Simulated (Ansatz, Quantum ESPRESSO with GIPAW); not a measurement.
# Solid-state NMR of CsCOF3 by GIPAW

Wanted: NMR shieldings and quadrupolar couplings for each site of CsCOF3.

Calculated with Quantum ESPRESSO with GIPAW 8.0dev (patched build); DFT, PBEsol, plane-wave PAW (pslibrary 1.0.0 recipes), scalar-relativistic, GIPAW; a patched development version of the program.

**1. Starting point**

Symmetry: P2_1/c, No. 14, monoclinic system. The conventional cell has a = 5.906 Å, b = 7.699 Å, c = 9.425 Å, α = 90.00°, β = 90.73°, γ = 90.00°. Nearest to Cs lie 3 O at 3.02 to 3.09 Å and 9 F at 3.14 to 3.65 Å and 2 C at 3.64 to 3.68 Å. F has 1 C at 1.43 Å and 3 Cs at 3.17 to 3.38 Å nearest. Nearest to F lie 1 C at 1.45 Å and 3 Cs at 3.14 to 3.21 Å. Nearest to F lie 1 C at 1.41 Å and 3 Cs at 3.23 to 3.65 Å. Nearest to O lie 1 C at 1.23 Å and 3 Cs at 3.02 to 3.09 Å. C has 1 O at 1.23 Å and 3 F at 1.41 to 1.45 Å nearest. Farther neighbours and most contacts between anions are not listed.

The cell is a computed entry of the Materials Project; it need not be the form that is stable at ambient conditions.

This structure had its atoms relaxed beforehand (DFT, PBEsol, plane-wave PAW (pslibrary 1.0.0 recipes), Quantum ESPRESSO with GIPAW), starting from the database entry, since shieldings follow bond lengths closely.

**2. The SCF step**

First the ground state. The response equations take the occupied wavefunctions as exact, so conv_thr is set much tighter than for an energy. A few empty states are carried so that the solver misses no level; the response is solved without them. The mesh has a spacing of 0.41 Å⁻¹ at most. The PAW files were made with ld1.x from the pslibrary 1.0.0 recipes, with GIPAW reconstruction switched on (the recipe of F and Cs slightly mended, as the packaged one fails to give a sound file).

scf.in

```
&control
  calculation = 'scf'
  prefix = 'x'
  outdir = './tmp/'
  pseudo_dir = './'
/
&system
  ibrav = 0
  nat = 24
  ntyp = 4
  ecutwfc = 55
  ecutrho = 330
  nbnd = 84
/
&electrons
  conv_thr = 1.0d-10
  mixing_beta = 0.7
  electron_maxstep = 100
/
ATOMIC_SPECIES
  Cs 132.905 Cs.pbesol-spnd-kjpaw_psl.1.0.0-gipaw.UPF
  F 18.998 F.pbesol-n-kjpaw_psl.1.0.0-gipaw.UPF
  O 15.999 O.pbesol-n-kjpaw_psl.1.0.0-gipaw.UPF
  C 12.011 C.pbesol-n-kjpaw_psl.1.0.0-gipaw.UPF
CELL_PARAMETERS angstrom
  5.90645137 0.00000000 0.00000000
  0.00000000 7.69891576 0.00000000
  -0.11934459 0.00000000 9.42414407
ATOMIC_POSITIONS crystal
  Cs 0.72860757 0.84299429 0.67898590
  Cs 0.27139243 0.34299429 0.82101410
  Cs 0.27139243 0.15700571 0.32101410
  Cs 0.72860757 0.65700571 0.17898590
  F 0.77031028 0.43296292 0.66623525
  F 0.22968972 0.93296292 0.83376475
  F 0.22968972 0.56703708 0.33376475
  F 0.77031028 0.06703708 0.16623525
  F 0.94774128 0.20329207 0.57989675
  F 0.05225872 0.70329207 0.92010325
  F 0.05225872 0.79670793 0.42010325
  F 0.94774128 0.29670793 0.07989675
  F 0.24091422 0.87931488 0.06454492
  F 0.24091422 0.62068512 0.56454492
  F 0.75908578 0.37931488 0.43545508
  F 0.75908578 0.12068512 0.93545508
  O 0.43616268 0.79384060 0.41632296
  O 0.56383732 0.20615940 0.58367704
  O 0.43616268 0.70615940 0.91632296
  O 0.56383732 0.29384060 0.08367704
  C 0.73492270 0.20494792 0.06743704
  C 0.26507730 0.70494792 0.43256296
  C 0.26507730 0.79505208 0.93256296
  C 0.73492270 0.29505208 0.56743704
K_POINTS automatic
  3 2 2 1 1 1
```

Launch:

```bash
> mpirun -np 8 pw.x -nk 4 -in scf.in > scf.out
```

What it wrote:

```text
using ibrav=0 with symmetry is DISCOURAGED, use correct ibrav instead

     suboptimal parallelization: some nodes have no k-points

     bravais-lattice index     =            0
     lattice parameter (alat)  =      11.1616  a.u.
     unit-cell volume          =    2891.9762 (a.u.)^3
     number of atoms/cell      =           24
     number of atomic types    =            4
     number of electrons       =       160.00
     number of Kohn-Sham states=           84
     kinetic-energy cutoff     =      55.0000  Ry
     charge density cutoff     =     330.0000  Ry
     scf convergence threshold =      1.0E-10
     mixing beta               =       0.7000
     number of iterations used =            8  plain     mixing
     Exchange-correlation= SLA-PW-PSX-PSC
                           (   1   4  10   8   0   0   0)
[...]
Cs                9.00   132.90500     Cs( 1.00)
     F                 7.00    18.99800     F ( 1.00)
     O                 6.00    15.99900     O ( 1.00)
     C                 4.00    12.01100     C ( 1.00)

      4 Sym. Ops., with inversion, found ( 2 have fractional translation)
[...]
number of k points=     3
[...]
Dense  grid:   292671 G-vectors     FFT dimensions: (  72,  90, 108)

     Smooth grid:   159361 G-vectors     FFT dimensions: (  54,  72,  90)

     Check: negative core charge=   -0.000004

     Initial potential from superposition of free atoms

     starting charge     159.8437, renormalised to     160.0000
     Starting wfcs are  100 randomized atomic wfcs

     Self-consistent Calculation

     iteration #  1     ecut=    55.00 Ry     beta= 0.70
     Davidson diagonalization with overlap
     ethr =  1.00E-02,  avg # of iterations =  6.7

     total energy              =   -2579.41770392 Ry
     estimated scf accuracy    <       3.24629924 Ry

     iteration #  2     ecut=    55.00 Ry     beta= 0.70
     Davidson diagonalization with overlap
     ethr =  2.03E-03,  avg # of iterations =  6.7

     total energy              =   -2580.20153196 Ry
     estimated scf accuracy    <       5.47917961 Ry

     iteration #  3     ecut=    55.00 Ry     beta= 0.70
     Davidson diagonalization with overlap
     ethr =  2.03E-03,  avg # of iterations =  6.0

     total energy              =   -2581.20859467 Ry
     estimated scf accuracy    <       0.13339181 Ry

[...]
c_bands: 1 eigenvalues not converged on the other pools
[...]
c_bands: 2 eigenvalues not converged on the other pools
[...]
c_bands: 1 eigenvalues not converged on the other pools
[...]
total energy              =   -2581.25429095 Ry
[...]
iteration # 14     ecut=    55.00 Ry     beta= 0.70
     Davidson diagonalization with overlap
     ethr =  2.99E-12,  avg # of iterations =  6.0

     total energy              =   -2581.25429096 Ry
     estimated scf accuracy    <          2.2E-10 Ry

     iteration # 15     ecut=    55.00 Ry     beta= 0.70
     Davidson diagonalization with overlap
     ethr =  1.35E-13,  avg # of iterations =  6.7

     The highest empty levels of an scf can be off by 1 eV or more

     End of self-consistent calculation
     [one-electron energies left out]

     highest occupied, lowest unoccupied level (ev):     1.0493    7.9812

!    total energy              =   -2581.25429096 Ry
     total all-electron energy =    -65565.865205 Ry
     estimated scf accuracy    <          2.5E-11 Ry

     The total energy is the sum of the following terms:
     one-electron contribution =    -598.70074521 Ry
     hartree contribution      =     383.21862778 Ry
     xc contribution           =    -245.21442336 Ry
     ewald contribution        =    -504.79718862 Ry
     one-center paw contrib.   =   -1615.76056155 Ry

     convergence has been achieved in  15 iterations
[...]
JOB DONE.
```

Wall time 4 min (8 MPI ranks of Arm Neoverse N1, shared host); peak memory 2.5 GiB; 23 min of CPU time.

It converged in 15 cycles to an estimated accuracy of 3e-11 Ry, on 3 irreducible k-points.

**3. Shieldings**

The job finds the current that a weak uniform field induces (applied as a long wave, q_gipaw) and the field that this current makes at each nucleus. On atoms with p or d valence electrons much of the paramagnetic part arises close to the nucleus, where the PAW partial waves rebuild the true states. pawproj makes the reconstruction use the PAW data sets' own projectors.

nmr.in

```
&inputgipaw
  job = 'nmr'
  prefix = 'x'
  tmp_dir = './tmp/'
  restart_mode = 'from_scratch'
  verbosity = 'low'
  q_gipaw = 0.01
  spline_ps = .true.
  conv_threshold = 1.0d-11
  use_nmr_macroscopic_shape = .false.
  pawproj(1) = .true.
  pawproj(2) = .true.
  pawproj(3) = .true.
  pawproj(4) = .true.
/
```

Launch:

```bash
> mpirun -np 8 gipaw.x -in nmr.in > nmr.out
```

What it wrote:

```text
[banner, memory and clock lines left out]
[a note of our patched build left out]

     Parallelizing q-star over 1 images

     IMPORTANT: XC functional enforced from input :
     Exchange-correlation= PBESOL
                           (   1   4  10   8   0   0   0)
     Any further DFT definition will be discarded
     Please, verify this is what you really want

     Check: negative core charge=   -0.000004
[...]
projs nearly linearly dependent: l=0  n1,n2= 1, 2  s=  0.99599683
[...]
alpha_pv=     49.1260 eV

     spline_ps is .false., expect some extrapolation errors

     q-space interpolation up to    66.00 Rydberg

     GIPAW job: nmr
     NMR macroscopic correction: no
[...]
Computing the magnetic susceptibility     isolve=0    ethr=  0.1000E-10
     Starting from scratch
     k-point #    1 of     3      pool #  1    cpu time:      10.0
[...]
End of magnetic susceptibility calculation

     f-sum rule (1st term):
          -149.6592          0.0000         -0.0083
             0.0000       -149.6944          0.0000
            -0.0084          0.0000       -149.7325

     f-sum rule (2nd term):
            -4.6719          0.0000          0.0086
             0.0000         -4.6333          0.0000
             0.0087          0.0000         -4.5979

     f-sum rule (should be  -154.2997):
          -154.3311          0.0000          0.0002
             0.0000       -154.3277          0.0000
             0.0003          0.0000       -154.3304

[... susceptibilities left out ...]
     Contributions to the NMR chemical shifts: -------------------------------

     Macroscopic shape contribution in ppm:                    0.00
             0.0000          0.0000          0.0000
             0.0000          0.0000          0.0000
             0.0000          0.0000          0.0000

     Core contribution in ppm:

     Atom  1  Cs  pos: (  0.714888  1.098823  1.083368)  core sigma:        5983.18
     Atom  2  Cs  pos: (  0.254803  0.447085  1.309984)  core sigma:        5983.18
     Atom  3  Cs  pos: (  0.264906  0.204653  0.512200)  core sigma:        5983.18
     Atom  4  Cs  pos: (  0.724991  0.856391  0.285584)  core sigma:        5983.18
     Atom  5  F   pos: (  0.756848  0.564357  1.063024)  core sigma:         305.83
     Atom  6  F   pos: (  0.212843  1.216094  1.330328)  core sigma:         305.83
     Atom  7  F   pos: (  0.222946  0.739119  0.532544)  core sigma:         305.83
     Atom  8  F   pos: (  0.766951  0.087381  0.265240)  core sigma:         305.83
     Atom  9  F   pos: (  0.936024  0.264986  0.925265)  core sigma:         305.83
     Atom 10  F   pos: (  0.033667  0.916724  1.468087)  core sigma:         305.83
     Atom 11  F   pos: (  0.043770  1.038489  0.670303)  core sigma:         305.83
     Atom 12  F   pos: (  0.946127  0.386752  0.127481)  core sigma:         305.83
     Atom 13  F   pos: (  0.239610  1.146166  0.102986)  core sigma:         305.83
     Atom 14  F   pos: (  0.229507  0.809048  0.900770)  core sigma:         305.83
     Atom 15  F   pos: (  0.750287  0.494428  0.694798)  core sigma:         305.83
     Atom 16  F   pos: (  0.740184  0.157310  1.492582)  core sigma:         305.83
     Atom 17  O   pos: (  0.427751  1.034752  0.664272)  core sigma:         270.50
     Atom 18  O   pos: (  0.552044  0.268724  0.931296)  core sigma:         270.50
     Atom 19  O   pos: (  0.417648  0.920462  1.462055)  core sigma:         270.50
     Atom 20  O   pos: (  0.562147  0.383014  0.133512)  core sigma:         270.50
     Atom 21  C   pos: (  0.733560  0.267145  0.107600)  core sigma:         199.99
     Atom 22  C   pos: (  0.256337  0.918882  0.690184)  core sigma:         199.99
     Atom 23  C   pos: (  0.246234  1.036331  1.487968)  core sigma:         199.99
     Atom 24  C   pos: (  0.723457  0.384593  0.905384)  core sigma:         199.99

     Bare contribution in ppm:

     Atom  1  Cs  pos: (  0.714888  1.098823  1.083368)  bare sigma:          98.62
[...]
Atom  2  Cs  pos: (  0.254803  0.447085  1.309984)  bare sigma:          98.62
[...]
Atom  3  Cs  pos: (  0.264906  0.204653  0.512200)  bare sigma:          98.62
[...]
Atom  4  Cs  pos: (  0.724991  0.856391  0.285584)  bare sigma:          98.62
[...]
Atom  5  F   pos: (  0.756848  0.564357  1.063024)  bare sigma:          65.15
[...]
Atom  6  F   pos: (  0.212843  1.216094  1.330328)  bare sigma:          65.15
[...]
Atom  7  F   pos: (  0.222946  0.739119  0.532544)  bare sigma:          65.15
[...]
Atom  8  F   pos: (  0.766951  0.087381  0.265240)  bare sigma:          65.15
[...]
Atom  9  F   pos: (  0.936024  0.264986  0.925265)  bare sigma:          62.79
[...]
Atom 10  F   pos: (  0.033667  0.916724  1.468087)  bare sigma:          62.79
[...]
Atom 11  F   pos: (  0.043770  1.038489  0.670303)  bare sigma:          62.79
[...]
Atom 12  F   pos: (  0.946127  0.386752  0.127481)  bare sigma:          62.79
[...]
Atom  5  F   pos: (  0.756848  0.564357  1.063024)  para_lq sigma:        -323.91
[...]
Atom  6  F   pos: (  0.212843  1.216094  1.330328)  para_lq sigma:        -323.91
[...]
Atom  7  F   pos: (  0.222946  0.739119  0.532544)  para_lq sigma:        -323.91
[...]
Atom  8  F   pos: (  0.766951  0.087381  0.265240)  para_lq sigma:        -323.91
[...]
Atom  9  F   pos: (  0.936024  0.264986  0.925265)  para_lq sigma:        -324.36
[...]
Atom 10  F   pos: (  0.033667  0.916724  1.468087)  para_lq sigma:        -324.36
[...]
Atom 11  F   pos: (  0.043770  1.038489  0.670303)  para_lq sigma:        -324.36
[...]
Atom 12  F   pos: (  0.946127  0.386752  0.127481)  para_lq sigma:        -324.36
[...]
Atom 13  F   pos: (  0.239610  1.146166  0.102986)  para_lq sigma:        -323.58
[...]
Atom 14  F   pos: (  0.229507  0.809048  0.900770)  para_lq sigma:        -323.58
[...]
Atom 15  F   pos: (  0.750287  0.494428  0.694798)  para_lq sigma:        -323.58
[...]
Atom 16  F   pos: (  0.740184  0.157310  1.492582)  para_lq sigma:        -323.58
[...]
Atom 17  O   pos: (  0.427751  1.034752  0.664272)  para_lq sigma:        -209.70
[...]
Atom 18  O   pos: (  0.552044  0.268724  0.931296)  para_lq sigma:        -209.70
[...]
Atom 19  O   pos: (  0.417648  0.920462  1.462055)  para_lq sigma:        -209.70
[...]
Atom 20  O   pos: (  0.562147  0.383014  0.133512)  para_lq sigma:        -209.70
[...]
Atom 21  C   pos: (  0.733560  0.267145  0.107600)  para_lq sigma:         -26.31
[...]
Atom 22  C   pos: (  0.256337  0.918882  0.690184)  para_lq sigma:         -26.31
[...]
Atom 23  C   pos: (  0.246234  1.036331  1.487968)  para_lq sigma:         -26.31
[...]
Atom 24  C   pos: (  0.723457  0.384593  0.905384)  para_lq sigma:         -26.31
[...]
Total NMR chemical shifts in ppm: ---------------------------------------
     (adopting the Simpson convention for anisotropy and asymmetry)-----------

     Atom  1  Cs  pos: (  0.714888  1.098823  1.083368)  Total sigma:        5608.96
          5595.7283          3.2653         -2.3103
             4.3821       5595.2045        -46.5922
            -0.8344        -46.8815       5635.9353

     Cs      1    anisotropy:     86.64    eta:    0.5424
[...]
Atom  2  Cs  pos: (  0.254803  0.447085  1.309984)  Total sigma:        5608.96
[... its tensor is left out ...]
     Atom  3  Cs  pos: (  0.264906  0.204653  0.512200)  Total sigma:        5608.96
[... its tensor is left out ...]
     Atom  4  Cs  pos: (  0.724991  0.856391  0.285584)  Total sigma:        5608.96
[... its tensor is left out ...]
     Atom  5  F   pos: (  0.756848  0.564357  1.063024)  Total sigma:         155.59
            63.2340         18.3990         55.3739
             0.7199        230.2886        124.5768
            35.3303        103.9596        173.2389

     F       5    anisotropy:    253.25    eta:    0.3816
[...]
Atom  6  F   pos: (  0.212843  1.216094  1.330328)  Total sigma:         155.59
[... its tensor is left out ...]
     Atom  7  F   pos: (  0.222946  0.739119  0.532544)  Total sigma:         155.59
[... its tensor is left out ...]
     Atom  8  F   pos: (  0.766951  0.087381  0.265240)  Total sigma:         155.59
[... its tensor is left out ...]
     Atom  9  F   pos: (  0.936024  0.264986  0.925265)  Total sigma:         143.02
           244.5298       -128.1358         21.1915
           -96.2609         93.8522          6.9067
            16.0753          7.9200         90.6920

     F       9    anisotropy:    243.15    eta:    0.3928
[...]
Atom 10  F   pos: (  0.033667  0.916724  1.468087)  Total sigma:         143.02
[... its tensor is left out ...]
     Atom 11  F   pos: (  0.043770  1.038489  0.670303)  Total sigma:         143.02
[... its tensor is left out ...]
     Atom 12  F   pos: (  0.946127  0.386752  0.127481)  Total sigma:         143.02
[... its tensor is left out ...]
     Atom 13  F   pos: (  0.239610  1.146166  0.102986)  Total sigma:         160.47
            64.1978          4.8608        -53.1083
            16.5740        143.7270        114.2599
           -25.9948         98.2868        273.4816

     F      13    anisotropy:    263.74    eta:    0.3499
[...]
Atom 14  F   pos: (  0.229507  0.809048  0.900770)  Total sigma:         160.47
[... its tensor is left out ...]
     Atom 15  F   pos: (  0.750287  0.494428  0.694798)  Total sigma:         160.47
[... its tensor is left out ...]
     Atom 16  F   pos: (  0.740184  0.157310  1.492582)  Total sigma:         160.47
[... its tensor is left out ...]
     Atom 17  O   pos: (  0.427751  1.034752  0.664272)  Total sigma:          96.48
            80.2846        -33.5523          6.4313
           -32.4511         98.4595          7.1418
             4.5851          6.7666        110.7081

     O      17    anisotropy:    -63.96    eta:    0.2903
[...]
Atom 18  O   pos: (  0.552044  0.268724  0.931296)  Total sigma:          96.48
[... its tensor is left out ...]
     Atom 19  O   pos: (  0.417648  0.920462  1.462055)  Total sigma:          96.48
[... its tensor is left out ...]
     Atom 20  O   pos: (  0.562147  0.383014  0.133512)  Total sigma:          96.48
[... its tensor is left out ...]
     Atom 21  C   pos: (  0.733560  0.267145  0.107600)  Total sigma:          32.35
            71.1001        -53.1101        -13.0454
           -52.0630         31.9700          9.2218
           -12.7400          9.1589         -6.0233

     C      21    anisotropy:    116.19    eta:    0.0469
[...]
Atom 22  C   pos: (  0.256337  0.918882  0.690184)  Total sigma:          32.35
[... its tensor is left out ...]
     Atom 23  C   pos: (  0.246234  1.036331  1.487968)  Total sigma:          32.35
[... its tensor is left out ...]
     Atom 24  C   pos: (  0.723457  0.384593  0.905384)  Total sigma:          32.35
[... its tensor is left out ...]
```

Run time: 29 min. Hardware: 8 MPI ranks; peak memory 2.2 GiB; 3.4 h of CPU time.

The f-sum rule is met to 0.031 of 154.3 (0.02 %). Converged shieldings require that this miss be small, but a small miss does not prove them.

From the symmetric part of each tensor, with principal values σ11 ≤ σ22 ≤ σ33: σ_iso is their mean, the span is σ33 − σ11 and the skew 3(σ_iso − σ22)/span. (gipaw.x prints an anisotropy in another convention.)

| site | atom no. | atoms in cell | σ_iso (ppm) | span (ppm) | skew |
| --- | --- | --- | --- | --- | --- |
| Cs | 1 | 4 | 5609 | 102 | 0.39 |
| F(1) | 5 | 4 | 155.6 | 285.5 | 0.55 |
| F(2) | 9 | 4 | 143.0 | 275.0 | 0.54 |
| F(3) | 13 | 4 | 160.5 | 294.5 | 0.58 |
| O | 17 | 4 | 96.5 | 70.2 | -0.65 |
| C | 21 | 4 | 32.3 | 118.0 | 0.94 |

The macroscopic shape term is switched off. For a spherical sample the valence susceptibility of this run would add about 7 ppm to every site, a rough estimate, since the susceptibility converges slowly and lacks part of the PAW terms. Differences within the crystal don't depend on it, but shieldings of different compounds can't be compared to better than a few ppm without it.

In this run the largest span is that of F(3) (site symmetry 1), with principal values 41.8, 103.3 and 336.3 ppm. On F(1) the most shielded direction lies along its short bond to C: a field along the bond can't mix the bonding orbital with those across it, so the paramagnetic term is smallest there. On F(2) the most shielded direction lies along its short bond to C: a field along the bond can't mix the bonding orbital with those across it, so the paramagnetic term is smallest there.

(Part 1 of 2 ends here.)

[Banner, clock, file and message-heading lines were taken out of the pw.x and gipaw.x logs.]

[Logs are printed without paths, hosts, clocks, repeated set-up lines and the standing remarks that a program may print on its own settings, such as how far it seeks lower states.]

[Hosts, paths, dates, database ids (printed as entryN), source tags and the programs' standing remarks are cut or masked in the printed files.]

[Where no reference line passes its bar on scatter, no shift is given, so a measured shift of this compound may stand uncompared.]
